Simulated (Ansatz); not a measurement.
## Photoemission of Si(111) with CH3 on 75 % of the top atoms and H on the rest

What would XPS and angle-resolved spectra of Si(111) with CH3 on 75 % of the top atoms and H on the rest look like?

Program: Ansatz 0.2.0. Level of theory: DFT, PBE, plane-wave PAW, default files, scalar-relativistic. Results are calculated unless marked as measured.

### 1. Starting point

The cell holds 41 atoms: 14 H, 3 C and 24 Si. Cell: a = 7.679 Å, b = 7.679 Å, c = 24.694 Å, α = 90.0°, β = 90.0°, γ = 60.0°. It derives from Si. How the cell was made: terminated face; group: CH3; share of top atoms: 0.75; rest: H; oxygen in back bonds: 0; lower face: H. Regions: ad, 13 atoms (3 C and 10 H); L1, 4 atoms (4 Si); L2, 4 atoms (4 Si); L3, 4 atoms (4 Si); mid, 4 atoms (4 Si); rest, 12 atoms (8 Si and 4 H). Vacuum lies along c.

### 2. Relaxing the atoms

Levels and vacuum steps follow bond lengths, so the atoms are relaxed first. 12 atoms are held to stand for the bulk. A dipole correction cancels the field between unlike faces.

input.yaml reads:

```yaml
crystal:
  lattice:
    - [7.6791796437, 0.0, 0.0]
    - [3.8395898218, 6.6503646517, 0.0]
    - [0.0, 0.0, 24.6937769138]
  atoms:
    - { symbol: H, position: [0.134128911, 0.0, 0.71652777] }
    - { symbol: H, position: [0.866673032, 0.133827248, 0.71652777] }
    - { symbol: H, position: [0.00050028, 0.866172752, 0.71652777] }
    - { symbol: H, position: [0.634128911, 0.0, 0.71652777] }
    - { symbol: H, position: [0.366673032, 0.133827248, 0.71652777] }
    - { symbol: H, position: [0.50050028, 0.866172752, 0.71652777] }
    - { symbol: H, position: [0.134128911, 0.5, 0.71652777] }
    - { symbol: H, position: [0.866673032, 0.633827248, 0.71652777] }
    - { symbol: H, position: [0.00050028, 0.366172752, 0.71652777] }
    - { symbol: C, position: [0.0, 0.0, 0.701949199] }
    - { symbol: C, position: [0.5, 0.0, 0.701949199] }
    - { symbol: C, position: [0.0, 0.5, 0.701949199] }
    - { symbol: H, position: [0.5, 0.5, 0.683725984] }
    - { symbol: Si, position: [0.0, 0.0, 0.628246419] }
    - { symbol: Si, position: [0.5, 0.0, 0.628246419] }
    - { symbol: Si, position: [0.0, 0.5, 0.628246419] }
    - { symbol: Si, position: [0.5, 0.5, 0.628246419] }
    - { symbol: Si, position: [0.833333333, 0.333333333, 0.596507532] }
    - { symbol: Si, position: [0.333333333, 0.333333333, 0.596507532] }
    - { symbol: Si, position: [0.833333333, 0.833333333, 0.596507532] }
    - { symbol: Si, position: [0.333333333, 0.833333333, 0.596507532] }
    - { symbol: Si, position: [0.833333333, 0.333333333, 0.501290872] }
    - { symbol: Si, position: [0.333333333, 0.333333333, 0.501290872] }
    - { symbol: Si, position: [0.833333333, 0.833333333, 0.501290872] }
    - { symbol: Si, position: [0.333333333, 0.833333333, 0.501290872] }
    - { symbol: Si, position: [0.166666667, 0.166666667, 0.469551985] }
    - { symbol: Si, position: [0.666666667, 0.166666667, 0.469551985] }
    - { symbol: Si, position: [0.166666667, 0.666666667, 0.469551985] }
    - { symbol: Si, position: [0.666666667, 0.666666667, 0.469551985] }
    - { symbol: Si, position: [0.166666667, 0.166666667, 0.374335324] }
    - { symbol: Si, position: [0.666666667, 0.166666667, 0.374335324] }
    - { symbol: Si, position: [0.166666667, 0.666666667, 0.374335324] }
    - { symbol: Si, position: [0.666666667, 0.666666667, 0.374335324] }
    - { symbol: Si, position: [0.0, 0.0, 0.342596438] }
    - { symbol: Si, position: [0.5, 0.0, 0.342596438] }
    - { symbol: Si, position: [0.0, 0.5, 0.342596438] }
    - { symbol: Si, position: [0.5, 0.5, 0.342596438] }
    - { symbol: H, position: [0.0, 0.0, 0.28347223] }
    - { symbol: H, position: [0.5, 0.0, 0.28347223] }
    - { symbol: H, position: [0.0, 0.5, 0.28347223] }
    - { symbol: H, position: [0.5, 0.5, 0.28347223] }
kpoints:
  mp_grid: { grid: [3, 3, 1] }
scf:
  occupations: { method: fermi_dirac, width: 0.02 }
  n_extra_bands: 28
hamiltonian:
  xc: pbe
  pseudopotentials: { kind: paw }
output:
  forces: true
  write_potential: true
  volumetric_format: []
efield:
  axis: 3
  dipole_correction: true
relax:
  f_tol: 0.03
  max_steps: 70
  constraints: [{ sites: [29, 30, 31, 32, 33, 34, 35, 36, 37, 38, 39, 40] }]
```

On the command line:

```console
$ ansatz run input.yaml --threads 4 --pin off --max-ram 11264MiB --backend cpu --events-out ev --progress --plain --runs-dir out
```

Numbers of over 12 decimals in the logs are rounded to 6 here.

The log of the run:

```text
scf.n_extra_bands = 28 over 61 filled bands (N_el = 122.0): the run solves 89 bands
Engine: ansatz 0.2.0, aarch64-unknown-linux-gnu
Pseudopotentials: kind: paw
Pseudopotential: H, paw, valence charge 1, recommended cutoff 420 eV (normal), H.paw.azcp
Pseudopotential: C, paw, valence charge 4, recommended cutoff 420 eV (normal), C.paw.azcp
Pseudopotential: Si, paw, valence charge 4, recommended cutoff 420 eV (normal), Si.paw.azcp
Functional definition: PBE
  parameter kappa = 0.804
  parameter beta = 0.066725
  exchange = pbe_x(kappa = kappa, mu = beta*pi^2/3)
  correlation = pbe_c(beta = beta)
Crystal: 41 atoms, lattice volume = 1261.095 Å³
Basis set: ecut = 420 eV, 24641 PW (Γ), exchange–correlation on 108×108×360 points (8 copies of the dense FFT grid, shifted against one another)
Bands: 89, of which v1, the nominal top of the filled ones, is band 61 counted from 1 (60 counted from 0)
Symmetry: 1 space group operations
Space group: P1 (ITA 1), of the structure as read, at distance tolerance 1.1e-4 Å
k-points: 5 of 9 (time reversal used)
Non-local potential: H, projectors of the file, l = 0: 2, l = 1: 1
Non-local potential: C, projectors of the file, l = 0: 2, l = 1: 2, l = 2: 1
Non-local potential: Si, projectors of the file, l = 0: 2, l = 1: 2, l = 2: 2
PAW form: soft (Blöchl's): semilocal exchange-correlation on the pseudo side does not see the compensation charge
PAW one-centre angular grid: H, 110 points (default); XC on 64 Gauss nodes
PAW one-centre angular grid: C, 110 points (default); XC on 64 Gauss nodes
PAW one-centre angular grid: Si, 110 points (default); XC on 64 Gauss nodes
Initial density: superposition of atomic densities (neutral atoms: chi_scale 0, normalization atom), corrected by the library's trained network
Initial wavefunctions: pseudopotential atomic-orbital guess
Functional: x = pbe(κ = 0.804, μ = 0.219515), c = pbe(β = 0.066725)
SCF iter   1: F=—  HF=-16235.635256 eV  |F-HF|=—  |Δ(HF+E_count)|=         —  Δρ=2.45e-3  dr2=8.07e-1  ethr=1.77e-3  p=0.252 e·Å  D=3.62e-2 V/Å  ΔV_dip=-0.89 eV  dr2_dipole=2.82e-3  V_vac-E_F(+/−)=2.88/3.77 eV  ⟨swp⟩=11.4  Hψ=3056  notcnv=0  defer=16
efield: sawtooth ramp at fractional position 0.9500 (placed from the atoms, in the widest stretch of the axis that holds none; the zero of the levels goes with the place), width 0.1000; the density the first Hamiltonian is built on has a dipole p = 0.252 e·Å; the dipole correction subtracts the counter field D = 3.62e-2 V/Å, which shifts the + side's vacuum level by -0.89 eV against the − side's; the planar-averaged density in the ramp window peaks in size at 1.2e-4 e/Å³
preconditioner: auto → Resta (q_TF=auto, 1.849 Å⁻¹)  ε∞=2.8  [insulator: Δε(μ)=1.061 eV  Ē_g=8.679 eV  σ=0.020 eV  W_gap=1.00  n_scr=134 (ndim 8)  ℏωp=11.5 eV  f_vac=0.485  D(μ)=0.00/eV (n_scr^D=0)  ε∞_Penn≈2.8  vacuum switching on, ρ_ref=5.5e-3 e/Å³]
SCF iter   2: F=—  HF=-16235.520811 eV  |F-HF|=—  |Δ(HF+E_count)|=   1.14e-1  Δρ=1.11e-3  dr2=5.65e-2  ethr=6.61e-4  p=0.217 e·Å  D=3.11e-2 V/Å  ΔV_dip=-0.77 eV  dr2_dipole=7.30e-4  V_vac-E_F(+/−)=3.40/4.17 eV  ⟨swp⟩=4.0  Hψ=649  notcnv=0  defer=101
SCF iter   3: F=—  HF=-16235.515328 eV  |F-HF|=—  |Δ(HF+E_count)|=   5.48e-3  Δρ=4.49e-4  dr2=4.29e-3  ethr=4.63e-5  p=0.231 e·Å  D=3.31e-2 V/Å  ΔV_dip=-0.82 eV  dr2_dipole=9.74e-6  V_vac-E_F(+/−)=3.31/4.13 eV  ⟨swp⟩=3.0  Hψ=549  notcnv=0  defer=101
SCF iter   4: F=—  HF=-16235.517429 eV  |F-HF|=—  |Δ(HF+E_count)|=   2.10e-3  Δρ=2.29e-4  dr2=3.10e-3  ethr=3.51e-6  p=0.226 e·Å  D=3.24e-2 V/Å  ΔV_dip=-0.80 eV  dr2_dipole=1.30e-3  V_vac-E_F(+/−)=3.34/4.14 eV  ⟨swp⟩=2.0  Hψ=783  notcnv=0  defer=101
SCF iter   5: F=—  HF=-16235.517079 eV  |F-HF|=—  |Δ(HF+E_count)|=   3.50e-4  Δρ=7.91e-5  dr2=2.86e-4  ethr=2.54e-6  p=0.245 e·Å  D=3.52e-2 V/Å  ΔV_dip=-0.87 eV  dr2_dipole=9.01e-5  V_vac-E_F(+/−)=3.31/4.18 eV  ⟨swp⟩=2.0  Hψ=430  notcnv=0  defer=101
SCF iter   6: F=-16235.517052 eV  HF=-16235.517044 eV  |F-HF|=7.94e-6  |Δ(HF+E_count)|=   3.47e-5  Δρ=2.83e-5  dr2=1.44e-5  ethr=1.84e-8  p=0.242 e·Å  D=3.48e-2 V/Å  ΔV_dip=-0.86 eV  dr2_dipole=1.81e-6  V_vac-E_F(+/−)=3.32/4.17 eV  ⟨swp⟩=11.2  Hψ=3870  notcnv=0
SCF 1 converged in 6 iterations: F = -16235.517052 eV  dr2 = 1.44e-5
  greatest PAW one-centre occupation: 0.660 electrons in one spin orbital (limit 2), on the C atom at site 9 (counted from 0), in its partial waves of l = 0
relax step   1: F+E_penalty+E_count = -16235.51705196 eV  Δ(F+E_penalty+E_count) = +0.000e0 eV  max|allowed force component| = 3.014e0 eV/Å  Δτ_max = 0.0000 Å  (6 SCF iters, dr2 threshold 2.25e-5 eV, accepted)
Initial density: handed on by an earlier stage of this run
Initial wavefunctions: those handed on with the density
iter 1 solved again at ethr=7.44e-4 eV; its pass at ethr=3.10e-3 eV (dr2=9.08e-1 eV) is discarded
SCF iter   1: F=—  HF=-16236.146224 eV  |F-HF|=—  |Δ(HF+E_count)|=         —  Δρ=1.14e-2  dr2=9.25e-1  ethr=7.44e-4  p=0.242 e·Å  D=3.48e-2 V/Å  ΔV_dip=-0.86 eV  dr2_dipole=6.13e-3  V_vac-E_F(+/−)=3.28/4.14 eV  ⟨swp⟩=1.0  Hψ=1854  notcnv=0  defer=87
efield: sawtooth ramp at fractional position 0.9500 (handed on by an earlier solve), width 0.1000; the density the first Hamiltonian is built on has a dipole p = 0.242 e·Å; the dipole correction subtracts the counter field D = 3.48e-2 V/Å, which shifts the + side's vacuum level by -0.86 eV against the − side's; the planar-averaged density in the ramp window peaks in size at 3.4e-6 e/Å³
preconditioner: auto → Resta (q_TF=auto, 1.849 Å⁻¹)  ε∞=2.8  [insulator: Δε(μ)=1.047 eV  Ē_g=8.584 eV  σ=0.020 eV  W_gap=1.00  n_scr=134 (ndim 8)  ℏωp=11.5 eV  f_vac=0.477  D(μ)=0.00/eV (n_scr^D=0)  ε∞_Penn≈2.8  vacuum switching on, ρ_ref=5.3e-3 e/Å³]
SCF iter   2: F=—  HF=-16235.973839 eV  |F-HF|=—  |Δ(HF+E_count)|=   1.72e-1  Δρ=5.23e-3  dr2=1.49e-1  ethr=7.44e-4  p=0.189 e·Å  D=2.71e-2 V/Å  ΔV_dip=-0.67 eV  dr2_dipole=6.21e-4  V_vac-E_F(+/−)=3.46/4.13 eV  ⟨swp⟩=2.0  Hψ=557  notcnv=0  defer=87
SCF iter   3: F=—  HF=-16235.965182 eV  |F-HF|=—  |Δ(HF+E_count)|=   8.66e-3  Δρ=1.17e-3  dr2=1.53e-2  ethr=1.22e-4  p=0.173 e·Å  D=2.48e-2 V/Å  ΔV_dip=-0.61 eV  dr2_dipole=2.90e-3  V_vac-E_F(+/−)=3.50/4.12 eV  ⟨swp⟩=2.0  Hψ=688  notcnv=0  defer=101
SCF iter   4: F=—  HF=-16235.963985 eV  |F-HF|=—  |Δ(HF+E_count)|=   1.20e-3  Δρ=3.71e-4  dr2=5.30e-3  ethr=1.26e-5  p=0.219 e·Å  D=3.15e-2 V/Å  ΔV_dip=-0.78 eV  dr2_dipole=1.23e-3  V_vac-E_F(+/−)=3.37/4.15 eV  ⟨swp⟩=3.0  Hψ=854  notcnv=0  defer=101
[...]
NSCF: frozen V_eff on 5 k-points
the band table was solved once a step of the walk had ended and its energy, with any forces and stress, was formed, with the checks that follow a solve (3162 applications of the Hamiltonian). They found nothing against the state; the energy, forces and stress were not computed again (output.eigenvalues in the input reference)
WARN: The output density's exchange-correlation potential varies sharply where the density is thin. Do not read a vacuum level from v_tot or v_xc, or from such a field of the output density. On a cell that repeats whose density bears no net charge and no dipole along the vacuum's axis use v_es (v_loc + v_h of the components); under efield.dipole_correction with no amplitude use v_es + v_field, which holds any externa [...]
SCF converged after 4 iterations
Free energy (F): -16236.070074 eV
Harris-Foulkes:  -16236.070074 eV  (|F-HF|=4.72e-8)
Internal energy: -16236.070074 eV  (E = F + TS)
E sigma→0 (E₀):  -16236.070074 eV
Fermi energy:    0.627966 eV
Dipole field:    D = 0.027103 V/Å  (p = 0.188884 e·Å, saw-weighted, corrected)
Work function:   Φ+ = 3.4510 eV   Φ− = 4.1203 eV
Levels:          The Fermi level and band energies are counted from a zero that moves with the ramp; work functions are not
--- Per-component energies (eV) ---
  E_band       = -647.091278
  E_kinetic    = 1435.736269
  E_local      = -31751.469505  (includes V_loc(G=0)·N_el)
  E_nonlocal   = 727.966350
  E_hartree    = 15247.513574
  E_xc         = -1594.238514
  E_vxc        = -1461.771431  (∫ρ·V_xc dr)
  E_paw        = -12614.121681  (= ΣΔE_a)
  E_vpaw       = -90.888189  (= ΣTr[D̂ρ^β])
  E_aug_tail   = -0.018370  (compensation charges beyond the density's cutoff)
  E_efield     = 0.002560  (sawtooth field / dipole correction)
  E_vefield    = -1.672461  (∫n·V_field dr)
  E_ewald      = 12312.559244
  E_smearing   = -0.000000  (= −TS)
  E_closure    = 0.000000  (closes the sum)
  Σ components = -16236.070074   (vs F -16236.070074, Δ=0.00e0)
--- Forces (eV/Å), atoms counted from 1 ---
  atom   1  H     -0.00317442    -0.00217279     0.00568484
  atom   2  H      0.00337671     0.00047592     0.00332530
  atom   3  H     -0.00055003     0.00097191     0.00334925
  atom   4  H     -0.00043318    -0.00076110     0.00339015
  atom   5  H      0.00345070    -0.00173696     0.00558020
  atom   6  H     -0.00212212     0.00283094     0.00347598
  atom   7  H     -0.00115136    -0.00312179     0.00345557
  atom   8  H      0.00092026     0.00006666     0.00329953
  atom   9  H     -0.00026868     0.00406544     0.00568456
  atom  10  C      0.00306274     0.00380109    -0.01263599
  atom  11  C     -0.00551593     0.00047908    -0.01275063
  atom  12  C      0.00138166    -0.00515581    -0.01270959
  atom  13  H     -0.00009620     0.00004645    -0.00536563
  atom  14  Si    -0.00169291    -0.00174733     0.00627088
  atom  15  Si     0.00259312    -0.00045250     0.00636576
  atom  16  Si    -0.00066252     0.00240590     0.00628488
  atom  17  Si     0.00002306    -0.00003135     0.00992577
  atom  18  Si     0.00093336    -0.00111444     0.00033511
  atom  19  Si    -0.00134972    -0.00027252     0.00019743
  atom  20  Si     0.00004177    -0.00006871     0.00439930
  atom  21  Si     0.00037104     0.00128394     0.00042876
  atom  22  Si    -0.00020063     0.00009698     0.00008284
  atom  23  Si     0.00017075     0.00022805     0.00028595
  atom  24  Si     0.00002590     0.00008280    -0.00011221
  atom  25  Si     0.00013969    -0.00021441     0.00018429
  atom  26  Si    -0.00002883     0.00004906    -0.00512034
  atom  27  Si     0.00041063     0.00009422    -0.00599750
  atom  28  Si    -0.00013450    -0.00040010    -0.00601966
  atom  29  Si    -0.00024172     0.00023541    -0.00599273
  atom  30  Si     0.00011372     0.00001607    -0.09210263
  atom  31  Si     0.00308139     0.00178906    -0.06927731
  atom  32  Si     0.00030980    -0.00332581    -0.06932342
  atom  33  Si    -0.00276105     0.00155633    -0.06927897
  atom  34  Si    -0.00059426     0.00086182     0.85053163
  atom  35  Si    -0.00052654    -0.00090259     0.85059910
  atom  36  Si     0.00095451     0.00003505     0.85055992
  atom  37  Si    -0.00006378    -0.00000115     0.84904934
  atom  38  H      0.00000432    -0.00089574    -0.77649879
  atom  39  H      0.00084533     0.00041203    -0.77649127
  atom  40  H     -0.00069450     0.00048842    -0.77649511
  atom  41  H      0.00005493     0.00000135    -0.77662669
  max |Σ_I F_I| component: 5.21e-5 eV/Å
--- Band table (eV; the first three rows and the last of 5) ---
  k-point 0: bands = [... 57 lower, -0.3458, -0.3457, 0.0836, 0.0836, 1.1692, 1.1899, 1.1899, 1.7334, ... 24 higher]
  k-point 1: bands = [... 57 lower, -1.1912, -0.9502, -0.8375, -0.3143, 1.3343, 1.9394, 2.0722, 2.0947, ... 24 higher]
  k-point 2: bands = [... 57 lower, -1.1913, -0.9502, -0.8375, -0.3143, 1.3344, 1.9394, 2.0721, 2.0945, ... 24 higher]
  k-point 4: bands = [... 57 lower, -1.7810, -1.1321, -1.1190, -1.0869, 2.4322, 2.5668, 2.6506, 2.6839, ... 24 higher]
--- Relaxed structure (5 steps of the walk, 5 accepted, 0 SCFs on fresh bases) ---
  F+E_penalty+E_count = -16236.07007389 eV   max|allowed force component| = 1.275e-2 eV/Å
  atoms:
    - { symbol: H, position: [0.114219, 0.031777, 0.723823] }
    - { symbol: H, position: [0.852153, 0.117557, 0.723673] }
    - { symbol: H, position: [0.029737, 0.855287, 0.724125] }
    - { symbol: H, position: [0.615266, 0.029508, 0.724111] }
    - { symbol: H, position: [0.354252, 0.114176, 0.723847] }
    - { symbol: H, position: [0.530401, 0.852070, 0.723662] }
    - { symbol: H, position: [0.117688, 0.530354, 0.723653] }
    - { symbol: H, position: [0.855406, 0.615112, 0.724133] }
    - { symbol: H, position: [0.031841, 0.354121, 0.723835] }
    - { symbol: C, position: [-0.00139228, 0.00125965, 0.708098] }
    - { symbol: C, position: [0.500314, -0.00148417, 0.708098] }
    - { symbol: C, position: [0.00134384, 0.500229, 0.708099] }
    - { symbol: H, position: [0.500030, 0.500003, 0.689219] }
    - { symbol: Si, position: [-0.00103662, 0.000372567, 0.630661] }
    - { symbol: Si, position: [0.500738, -0.00106427, 0.630661] }
    - { symbol: Si, position: [0.00039742, 0.500717, 0.630661] }
    - { symbol: Si, position: [0.500026, 0.500007, 0.627987] }
    - { symbol: Si, position: [0.835531, 0.333018, 0.597869] }
    - { symbol: Si, position: [0.333036, 0.331494, 0.597865] }
    - { symbol: Si, position: [0.833363, 0.833343, 0.597820] }
    - { symbol: Si, position: [0.331519, 0.835510, 0.597865] }
    - { symbol: Si, position: [0.833647, 0.333390, 0.502253] }
    - { symbol: Si, position: [0.333409, 0.332980, 0.502250] }
    - { symbol: Si, position: [0.833354, 0.833332, 0.502244] }
    - { symbol: Si, position: [0.333001, 0.833630, 0.502251] }
    - { symbol: Si, position: [0.166682, 0.166667, 0.469847] }
    - { symbol: Si, position: [0.666820, 0.166683, 0.469968] }
    - { symbol: Si, position: [0.166703, 0.666513, 0.469968] }
    - { symbol: Si, position: [0.666532, 0.666801, 0.469968] }
    - { symbol: Si, position: [0.166667, 0.166666667, 0.374335324] }
    - { symbol: Si, position: [0.666667, 0.166666667, 0.374335324] }
    - { symbol: Si, position: [0.166666667, 0.666666667, 0.374335324] }
    - { symbol: Si, position: [0.666666667, 0.666666667, 0.374335324] }
    - { symbol: Si, position: [0.0, 0.0, 0.342596438] }
    - { symbol: Si, position: [0.5, 0.0, 0.342596438] }
    - { symbol: Si, position: [0.0, 0.5, 0.342596438] }
    - { symbol: Si, position: [0.5, 0.5, 0.342596438] }
    - { symbol: H, position: [0.0, 0.0, 0.28347223] }
    - { symbol: H, position: [0.5, 0.0, 0.28347223] }
    - { symbol: H, position: [0.0, 0.5, 0.28347223] }
    - { symbol: H, position: [0.5, 0.5, 0.28347223] }
```

The job ended after 96 s (4 threads of Arm Neoverse V1, shared host; peak memory 2.3 GiB; 6.3 min of CPU time).

The steps of the relaxation:

```tsv
step	energy less that of the first step (eV)	largest force component (eV/Å)
1	0.0000	3.0135
2	-0.4463	1.1908
3	-0.5453	0.3538
4	-0.5530	0.0124
5	-0.5530	0.0128
```

The atoms that moved most (Å):

```tsv
atom	dx	dy	dz	length
H5	-0.171	-0.131	0.181	0.281
H1	-0.031	0.211	0.180	0.279
H9	0.194	-0.080	0.180	0.277
H8	-0.158	-0.124	0.188	0.275
H4	-0.032	0.196	0.187	0.273
H3	0.183	-0.072	0.188	0.272
H2	-0.174	-0.108	0.176	0.270
H7	-0.010	0.202	0.176	0.268
```

This step gave:

```yaml
free_energy: -16236.0701 eV
fermi_energy: 0.6280 eV
symmetry_operations: 1
gap_on_the_k_mesh: 1.086 eV
ionisation_potential_upper_face: 3.996 eV
upper_vacuum_level_less_the_lowest_empty_level_kohn_sham_affinity: 2.911 eV
ionisation_potential_lower_face: 4.664 eV
```

The relaxation ends 13 meV an atom lower, with a largest force component of 0.013 eV/Å on the free atoms.

(Continued in part 2 of 3.)

[Logs are printed without paths, hosts, clocks, repeated set-up lines and the standing remarks that a program may print on its own settings, such as how far it seeks lower states.]

[Hosts, paths, dates, database ids (printed as entryN), source tags and the programs' standing remarks are cut or masked in the printed files.]

[Maps of the electrostatic potential energy from Ansatz leave out the sawtooth potential of an applied field or a dipole correction, so their vacuum need not be flat; work functions include it.]
